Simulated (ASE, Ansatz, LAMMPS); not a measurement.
# Forces and charges in (10,10) carbon nanotube (200 atoms)

Wanted: forces, charges and levels of (10,10) carbon nanotube (200 atoms).

Method: Kohn-Sham DFT, r2SCAN+D4, PAW (set soft_2), plane waves, in Ansatz 0.2.0.

## (1) The structure

The cell holds 200 atoms: 200 C. Its edges and angles: a = 22.488 Å, b = 22.488 Å, c = 12.300 Å, α = 90.0°, β = 90.0°, γ = 90.0°. It derives from C (graphene). Graphene sheet (a = 2.46 Å) rolled into a (10,10) tube of diameter 13.56 Å, 5 periods, 9 Å of vacuum; not relaxed, displaced by a Gaussian of 0.02 Å. Vacuum lies along a and b. The structure repeats along c.

What the set-up can't give: The Brillouin zone is sampled at Γ only, in a cell whose periodic width is 12 Å.

## (2) Plane-wave single point

The electrons are solved once, with the atoms held.

The input, input.yaml:

```yaml
crystal:
  lattice:
    - [22.48839, 0.0, 0.0]
    - [0.0, 22.48839, 0.0]
    - [0.0, 0.0, 12.3]
  atoms:
    - { symbol: C, position: [0.80035, 0.53053, 0.09851] }
    - { symbol: C, position: [0.79338, 0.56325, 0.99964] }
    - { symbol: C, position: [0.77632, 0.62274, 0.00253] }
    - { symbol: C, position: [0.76061, 0.65035, 0.10012] }
    - { symbol: C, position: [0.724, 0.70132, 0.10015] }
    - { symbol: C, position: [0.70169, 0.72267, 0.20146] }
    - { symbol: C, position: [0.64992, 0.76215, 0.00159] }
    - { symbol: C, position: [0.62375, 0.77769, 0.10136] }
    - { symbol: C, position: [0.56268, 0.79595, 0.09809] }
    - { symbol: C, position: [0.53197, 0.79947, 0.20296] }
    - { symbol: C, position: [0.46881, 0.8011, 0.99868] }
    - { symbol: C, position: [0.437, 0.79421, 0.10017] }
    - { symbol: C, position: [0.37746, 0.77538, 0.1005] }
    - { symbol: C, position: [0.35087, 0.76174, 0.20052] }
    - { symbol: C, position: [0.29928, 0.72468, 0.20311] }
    - { symbol: C, position: [0.27595, 0.70293, 0.09992] }
    - { symbol: C, position: [0.23914, 0.65095, 0.10115] }
    - { symbol: C, position: [0.22479, 0.62356, 0.20102] }
    - { symbol: C, position: [0.20447, 0.56273, 0.20007] }
    - { symbol: C, position: [0.20088, 0.53081, 0.10093] }
    - { symbol: C, position: [0.19996, 0.46562, 0.09858] }
    - { symbol: C, position: [0.20459, 0.43683, 0.99784] }
    - { symbol: C, position: [0.22321, 0.3772, 0.19843] }
    - { symbol: C, position: [0.23978, 0.35003, 0.09983] }
    - { symbol: C, position: [0.27481, 0.29859, 0.10016] }
    - { symbol: C, position: [0.29905, 0.27455, 0.20143] }
    - { symbol: C, position: [0.34814, 0.2387, 0.19763] }
    - { symbol: C, position: [0.37904, 0.2237, 0.1005] }
    - { symbol: C, position: [0.43648, 0.20511, 0.09923] }
    - { symbol: C, position: [0.46925, 0.20023, 0.19605] }
    - { symbol: C, position: [0.5305, 0.20001, 0.19934] }
    - { symbol: C, position: [0.56262, 0.20516, 0.10302] }
    [... 162 atom lines left out ...]
    - { symbol: C, position: [0.7003, 0.27472, 0.00026] }
    - { symbol: C, position: [0.72393, 0.29897, 0.9018] }
    - { symbol: C, position: [0.76234, 0.3493, 0.89866] }
    - { symbol: C, position: [0.77505, 0.37896, 0.99824] }
    - { symbol: C, position: [0.79539, 0.43687, 0.80097] }
    - { symbol: C, position: [0.80016, 0.46736, 0.90108] }
kpoints:
  mp_grid: { grid: [1, 1, 1] }
hamiltonian:
  xc: r2scan
  dispersion: d4
scf:
  occupations: { method: gaussian, width: 0.025 }
output:
  forces: true
  populations: intrinsic
  dos:
    method: { smearing: { sigma: 0.15 } }
    de: 0.1
    projected: { site_lists: { C: [C] } }
  eigenvalues: true
  write_density: true
  write_potential: true
  volumetric_format: npy
```

Started as:

```bash
$ ansatz run input.yaml --threads 8 --pin off --max-ram 15872MiB --backend cpu --events-out ev --progress --plain --runs-dir out
```

The program printed:

```text
Engine: ansatz 0.2.0, aarch64-unknown-linux-gnu
Pseudopotentials: kind: paw
Pseudopotential: C, paw, valence charge 4, recommended cutoff 500 eV (meta_gga), C.paw.azcp
[... 6 lines on functional and potentials left out ...]
Crystal: 200 atoms, lattice volume = 6220.451 Å³
Basis set: ecut = 500 eV, 157961 PW (Γ), exchange–correlation on 720×720×360 points (64 copies of the dense FFT grid, shifted against one another)
Bands: 600, of which v1, the nominal top of the filled ones, is band 400 counted from 1 (399 counted from 0)
Symmetry: 1 space group operations
Space group: P1 (ITA 1), of the structure as read, at distance tolerance 1.8e-4 Å
k-points: 1
[... 4 lines on functional and potentials left out ...]
Initial density: superposition of atomic densities (neutral atoms: chi_scale 0, normalization atom), corrected by the library's trained network
Initial wavefunctions: pseudopotential atomic-orbital guess
Functional: x = r2scan, c = r2scan; τ floored in thin density (d = 2e-4 eV/Å³)
SCF iter   1: F=—  HF=-50318.386066 eV  |F-HF|=—  |Δ(HF+E_count)|=         —  Δρ=4.69e-3  dr2=8.35e-1  dr2_τ=4.13e1  ethr=1.77e-3  ⟨swp⟩=8.0  Hψ=3104  notcnv=0  defer=172
preconditioner: auto → Resta (q_TF=auto, 1.938 Å⁻¹)  ε∞=1.7  [insulator: Δε(μ)=2.197 eV  Ē_g=15.627 eV  σ=0.025 eV  W_gap=1.00  n_scr=758 (ndim 8)  ℏωp=13.3 eV  f_vac=0.676  D(μ)=0.00/eV (n_scr^D=0)  ε∞_Penn≈1.7  vacuum switching on, ρ_ref=1.8e-2 e/Å³]
SCF iter   2: F=—  HF=-50322.261023 eV  |F-HF|=—  |Δ(HF+E_count)|=    3.87e0  Δρ=2.90e-3  dr2=1.70e-1  dr2_τ=9.37e-3  ethr=1.04e-4  ⟨swp⟩=2.0  Hψ=1102  notcnv=0  defer=188
SCF iter   3: F=—  HF=-50322.385759 eV  |F-HF|=—  |Δ(HF+E_count)|=   1.25e-1  Δρ=8.61e-4  dr2=2.22e-2  dr2_τ=2.69e-3  ethr=2.13e-5  ⟨swp⟩=2.0  Hψ=625  notcnv=0  defer=188
SCF iter   4: F=—  HF=-50322.409507 eV  |F-HF|=—  |Δ(HF+E_count)|=   2.37e-2  Δρ=1.86e-4  dr2=7.34e-3  dr2_τ=2.80e-4  ethr=2.77e-6  ⟨swp⟩=2.0  Hψ=712  notcnv=0  defer=188
SCF iter   5: F=—  HF=-50322.408097 eV  |F-HF|=—  |Δ(HF+E_count)|=   1.41e-3  Δρ=8.21e-5  dr2=4.85e-4  dr2_τ=1.33e-5  ethr=9.17e-7  ⟨swp⟩=2.0  Hψ=645  notcnv=0  defer=188
SCF iter   6: F=—  HF=-50322.408232 eV  |F-HF|=—  |Δ(HF+E_count)|=   1.35e-4  Δρ=4.50e-5  dr2=3.40e-4  dr2_τ=1.75e-5  ethr=6.06e-8  ⟨swp⟩=2.0  Hψ=812  notcnv=0  defer=188
SCF iter   7: F=—  HF=-50322.408168 eV  |F-HF|=—  |Δ(HF+E_count)|=   6.42e-5  Δρ=2.47e-5  dr2=3.16e-5  dr2_τ=1.98e-6  ethr=4.25e-8  ⟨swp⟩=2.0  Hψ=655  notcnv=0  defer=188
SCF iter   8: F=—  HF=-50322.408280 eV  |F-HF|=—  |Δ(HF+E_count)|=   1.12e-4  Δρ=8.82e-6  dr2=3.95e-6  dr2_τ=2.43e-7  ethr=3.95e-9  ⟨swp⟩=2.0  Hψ=877  notcnv=0  defer=188
SCF iter   9: F=—  HF=-50322.408280 eV  |F-HF|=—  |Δ(HF+E_count)|=   5.07e-8  Δρ=3.58e-6  dr2=1.29e-6  dr2_τ=5.32e-8  ethr=4.93e-10  ⟨swp⟩=2.0  Hψ=812  notcnv=0  defer=188
SCF iter  10: F=—  HF=-50322.408281 eV  |F-HF|=—  |Δ(HF+E_count)|=   8.26e-7  Δρ=1.21e-6  dr2=2.37e-7  dr2_τ=1.47e-8  ethr=1.62e-10  ⟨swp⟩=2.0  Hψ=647  notcnv=0  defer=188
SCF iter  11: F=-50322.408281 eV  HF=-50322.408281 eV  |F-HF|=5.11e-9  |Δ(HF+E_count)|=   1.03e-8  Δρ=3.80e-7  dr2=8.07e-9  dr2_τ=9.36e-10  ethr=1.25e-11  ⟨swp⟩=44.0  Hψ=7702  notcnv=0
SCF 1 converged in 11 iterations: F = -50322.408281 eV  dr2 = 8.07e-9
  greatest PAW one-centre occupation: 0.700 electrons in one spin orbital (limit 2), on the C atom at site 78 (counted from 0), in its partial waves of l = 0
WARN: The output density's exchange-correlation potential varies sharply where the density is thin. Do not read a vacuum level from v_tot or v_xc, or from such a field of the output density. On a cell that repeats whose density bears no net charge and no dipole along the vacuum's axis use v_es (v_loc + v_h of the components); [...]
SCF converged after 11 iterations
Free energy (F): -50322.408281 eV
Harris-Foulkes:  -50322.408281 eV  (|F-HF|=5.11e-9)
Internal energy: -50322.408281 eV  (E = F + TS)
E sigma→0 (E₀):  -50322.408281 eV
Fermi energy:    -1.104880 eV
--- Per-component energies (eV) ---
  E_band       = -8693.821241
  E_kinetic    = 18169.345167
  E_local      = -222709.537883  (includes V_loc(G=0)·N_el)
  E_nonlocal   = 5390.582010
  E_hartree    = 102069.913124
  E_xc         = -9430.704750
  E_vxc        = -13075.629191  (∫ρ·V_xc dr)
  E_paw        = -20175.504939  (= ΣΔE_a)
  E_vpaw       = -1350.482289  (= ΣTr[D̂ρ^β])
  E_aug_tail   = 0.001025  (compensation charges beyond the density's cutoff)
  E_vtau       = 742.071256  (kinetic-family band-sum trace: ∫τ·v_τ [+ j·A + Jᵃ·Aᵃ] dr)
  E_ewald      = 76375.915838
  E_disp       = -7.463125  (pairwise vdW)
  E_core_change = -4.954747  (= ΣΔE_core)
  E_smearing   = -0.000000  (= −TS)
  E_closure    = -0.000000  (closes the sum)
  Σ components = -50322.408281   (vs F -50322.408281, Δ=0.00e0)
--- Forces (eV/Å), atoms counted from 1 ---
  atom   1  C     -0.89964549     1.22636209     1.16761583
  atom   2  C      1.11525517    -1.63271947    -0.50487084
  atom   3  C     -0.96691091     0.75799185    -2.25718459
  atom   4  C      0.12691965     0.48210608     0.43535583
  atom   5  C     -0.41669013     0.11533479    -0.80365205
  atom   6  C     -1.77531910     1.80525474    -2.65636961
  atom   7  C      1.69417632    -1.01162732    -0.49234434
  atom   8  C     -1.49230683    -0.07415762    -0.35862578
  atom   9  C      0.87951574    -0.22177651     2.34101528
  atom  10  C     -0.71176334     0.47523448    -3.02364988
  atom  11  C     -1.06575859    -0.39361735     0.50345186
  atom  12  C      1.35551397     0.72066429    -0.27063103
  atom  13  C      0.27334162     0.09069121    -0.36994393
  atom  14  C     -1.64115235    -0.88075178     0.66912031
[...]
atom 199  C     -0.09538052    -0.31024032    -1.22146943
  atom 200  C      0.27348503     2.13797858    -0.61018865
  max |Σ_I F_I| component: 1.19e-4 eV/Å
--- Band table (eV) ---
  k-point 0: bands = ["-22.0069", "-21.9526", "-21.9336", "-21.7506", [... 584 levels ...], "6.5863", "6.6308", "6.6416", "6.6737", "6.6908", "6.6968", "6.7205", "6.7288", "6.7336", "6.7380", "6.7413", "6.7691"]
--- intrinsic populations: 200 sites ---
  site symbol       q [e]
     0      C      4.0001
     1      C      4.0002
     2      C      4.0029
[...]
199      C      4.0012
  spilling = 0.000000 (of n_electrons = 800.000000)
```

Elapsed: 5.7 min, on 8 threads of Arm Neoverse V2, shared host; peak memory 14 GiB; 43 min of CPU time.

The program notes that the exchange-correlation potential is rough where the density is thin.

Read from the output:

| Quantity | Value |
| --- | --- |
| free energy | -50322.4083 eV |
| free energy per atom | -251.6120 eV/atom |
| SCF cycles | 11 |
| r.m.s. force component | 1.302 eV/Å |
| longest force | 5.296 eV/Å |
| Fermi energy | -1.105 eV |

Length of the force by element:

```csv
element,coordination,atoms,mean length of the force (eV/Å),spread,least,most
C,all,200,2.04,0.956,0.0585,5.30
```

Intrinsic-atomic-orbital charges by element:

```csv
element,coordination,atoms,mean charge (e),spread,least,most
C,all,200,0,0.0026,-0.007,0.007
```

Density of states as counts of states in windows of 1 eV (from the Fermi level), total and the larger projections:

```csv
from (eV),to (eV),total,C p
-10,-9,48.0,39.9
-9,-8,43.9,38.5
-8,-7,78.0,72.6
-7,-6,77.4,74.1
-6,-5,51.4,49.2
-5,-4,69.3,68.4
-4,-3,44.1,43.8
-3,-2,30.7,30.5
-2,-1,32.0,31.8
-1,0,0.6,0.6
0,1,0.6,0.6
1,2,41.4,40.1
2,3,26.7,25.3
3,4,30.9,21.8
4,5,52.3,22.1
```

Between -22 and -10 eV lie 324 more states.

The levels nearest the highest filled one (over half full), pooled over k-points and spins:

```csv
level less the highest filled one (eV),occupation
-0.203,2
-0.156,2
-0.143,2
-0.132,2
-0.0406,2
0,2
2.21,0
2.26,0
2.31,0
2.32,0
2.35,0
2.39,0
```

Valence density in the ca plane at fractional y = 0.199, with atoms of C within 0.2 Å of it. It is the smooth field of the valence electrons, not physical close to the nuclei.

Values in e/Å³, 13 rows by 16 columns, each cell a mean:
```
0.0 0.0 0.0 0.0 0.0 0.0 0.0 0.0 0.0 0.0 0.0 0.0 0.0 0.0 0.0 0.0
0.0 0.0 0.0 0.0 0.0 0.0 0.0 0.0 0.0 0.0 0.0 0.0 0.0 0.0 0.0 0.0
0.0 0.0 0.0 0.0 0.0 0.0 0.0 0.0 0.0 0.0 0.0 0.0 0.0 0.0 0.0 0.0
0.0 0.0 0.0 0.0 0.0 0.0 0.0 0.0 0.0 0.0 0.0 0.0 0.0 0.0 0.0 0.0
0.3 0.5 0.4 0.3 0.5 0.4 0.3 0.4 0.5 0.3 0.3 0.5 0.3 0.3 0.5 0.4
0.8 1.4 1.2 0.8 1.3 1.4 0.9 1.2 1.4 0.9 1.0 1.4 0.9 0.9 1.4 1.0
1.6 0.6 1.1 1.7 0.7 0.8 1.7 0.8 0.7 1.7 1.1 0.6 1.6 1.4 0.5 1.3
0.7 1.5 1.1 0.6 1.3 1.2 0.6 1.1 1.5 0.7 1.0 1.4 0.7 0.8 1.5 0.8
0.3 0.4 0.3 0.3 0.3 0.3 0.3 0.3 0.4 0.3 0.3 0.4 0.3 0.3 0.4 0.3
0.0 0.0 0.0 0.0 0.0 0.0 0.0 0.0 0.0 0.0 0.0 0.0 0.0 0.0 0.0 0.0
0.0 0.0 0.0 0.0 0.0 0.0 0.0 0.0 0.0 0.0 0.0 0.0 0.0 0.0 0.0 0.0
0.0 0.0 0.0 0.0 0.0 0.0 0.0 0.0 0.0 0.0 0.0 0.0 0.0 0.0 0.0 0.0
0.0 0.0 0.0 0.0 0.0 0.0 0.0 0.0 0.0 0.0 0.0 0.0 0.0 0.0 0.0 0.0
```
Columns run along c (12.3 Å), rows up along a (22.5 Å). Atoms in or near the plane, at fractional coordinates: C at (0.10, 0.44), C at (0.20, 0.47), C at (0.20, 0.53), C at (0.10, 0.56), C at (0.30, 0.44), C at (0.40, 0.47), C at (0.40, 0.53), C at (0.30, 0.56), C at (0.50, 0.44), C at (0.60, 0.47), C at (0.60, 0.53), C at (0.50, 0.56), C at (0.70, 0.44), C at (0.80, 0.47) and more.

Electrostatic potential energy in the ca plane at fractional y = 0.199, with atoms of C within 0.2 Å of it. With pseudopotentials it is smooth inside the atoms' cores, unlike the true potential.

Ten even steps from '0' (-52 eV) to '9' (3 eV), each cell a mean:
```
99999999999999999999999999999999999
99999999999999999999999999999999999
99999999999999999999999999999999999
99999999999999999999999999999999999
99999999999999999999999999999999999
99999999999999999999999999999999999
99999999999999999999999999999999999
99999999999999999999999999999999999
88877888887788888678999877899986788
98755899875589987568998756899875589
45400454640044454004446300554630155
13788621388862147886214788611378862
03777500377750037775103777610277751
66300566730056673005666300566630156
98756899976789987557998766899875689
89888888988898898888889888998987889
99999999999999999999999999999999999
99999999999999999999999999999999999
99999999999999999999999999999999999
99999999999999999999999999999999999
99999999999999999999999999999999999
99999999999999999999999999999999999
99999999999999999999999999999999999
99999999999999999999999999999999999
```
Columns run along c (12.3 Å; values clipped at the 3rd and 97th percentile), rows up along a (22.5 Å). Atoms in or near the plane, at fractional coordinates: C at (0.10, 0.44), C at (0.20, 0.47), C at (0.20, 0.53), C at (0.10, 0.56), C at (0.30, 0.44), C at (0.40, 0.47), C at (0.40, 0.53), C at (0.30, 0.56), C at (0.50, 0.44), C at (0.60, 0.47), C at (0.60, 0.53), C at (0.50, 0.56), C at (0.70, 0.44), C at (0.80, 0.47) and more.

Intrinsic-atomic-orbital charges run from -0.01 to +0.01 e.

## (3) Structure statistics

These statistics describe the geometry on which the runs were made.

Normalised to the volume that the atoms fill. Pair distribution function in bins of 0.2 Å:

```csv
r (Å),total
1.30,2.48
1.50,6.33
1.70,0.00
1.90,0.00
2.10,0.00
2.30,0.23
2.50,5.67
2.70,0.35
2.90,1.86
3.10,0.00
3.30,0.00
3.50,0.00
3.70,2.43
3.90,0.11
4.10,0.44
4.30,1.54
4.50,0.00
4.70,0.01
4.90,1.60
5.10,1.25
5.30,0.00
5.50,0.19
5.70,0.37
5.90,0.03
6.10,0.80
6.30,0.72
6.50,1.12
6.70,0.09
```

Bonds by pair of elements; cutoffs follow the first minimum of g(r), held within bounds set by covalent radii, and pairs that aren't listed don't count as bonded:

```csv
pair A-B,cutoff (Å),bonds,mean length (Å),spread (Å),shortest (Å),B about A,A about B
C-C,1.85,300,1.42,0.03,1.33,3,3
```

How many atoms have how many bonded neighbours:

```csv
element,mean,3
C,3,200
```

Bond angles, per cent of each kind in bins of 5°:

```csv
angle (°),C-C-C
110–115,0.2
115–120,56.3
120–125,43.5
```

Bond angles (no mean is given where the spread exceeds 20°):

```csv
angle,count,mean (°),spread (°)
C-C-C,600,120,1.9
```

The first peak of g(r) lies near 1.42 Å. Counting bonds as in the table, all C atoms have 3 bonded neighbours. The C-C-C angle averages 120° with a spread of 1.9°.

Local excerpt of 10 atoms (numbers count through the whole input) about C130, which bears the longest force; x, y, z are measured from there.

```csv
atom,x,y,z,distance (Å),bonds,intrinsic-atomic-orbital charge (e),Fx,Fy,Fz (eV/Å)
C130,0.00,0.00,0.00,0.00,3,-0.01,-3.46,-0.42,3.99
C129,0.63,-0.16,-1.17,1.33,3,0.00,3.68,-0.33,-3.03
C169,0.66,-0.14,1.26,1.43,3,0.01,1.43,-0.18,-0.14
C171,-1.45,-0.07,0.04,1.45,3,0.01,0.07,0.89,-1.41
C128,2.00,-0.58,-1.17,2.39,3,0.00,0.00,-0.24,0.90
C90,-0.02,-0.04,-2.41,2.41,3,0.00,-1.26,-0.05,-0.28
C168,2.02,-0.61,1.28,2.47,3,0.00,-2.26,1.45,0.83
C132,-2.18,-0.15,-1.20,2.49,3,0.00,1.95,-0.05,1.23
C170,-0.04,-0.02,2.50,2.50,3,-0.01,-0.51,0.15,-1.09
C172,-2.18,-0.13,1.23,2.51,3,0.00,1.94,0.14,2.23
```

The column of bonds counts only the pairs C-C within 1.85 Å; other neighbours, such as metal atoms beside each other in a compound, aren't counted, and periodic images can show an atom twice.

## (4) Summary of results

```yaml
free_energy_per_atom: -251.6120 eV/atom
r_m_s_force_component: 1.302 eV/Å
wall_time_of_the_1_dft_run: 5.7 min
```

No gap is quoted: a carbon tube of such indices can be metallic, and the k-points needn't hold the crossing of its bands. Counting bonds as in the table, all C atoms have 3 bonded neighbours.

**Limits.** The geometry was built by rule, was displaced at random and isn't relaxed at this level: its force components are 1.3 eV/Å r.m.s.

[Logs are printed without paths, hosts, clocks, repeated set-up lines and the standing remarks that a program may print on its own settings, such as how far it seeks lower states.]

[Hosts, paths, dates, database ids (printed as entryN), source tags and the programs' standing remarks are cut or masked in the printed files.]
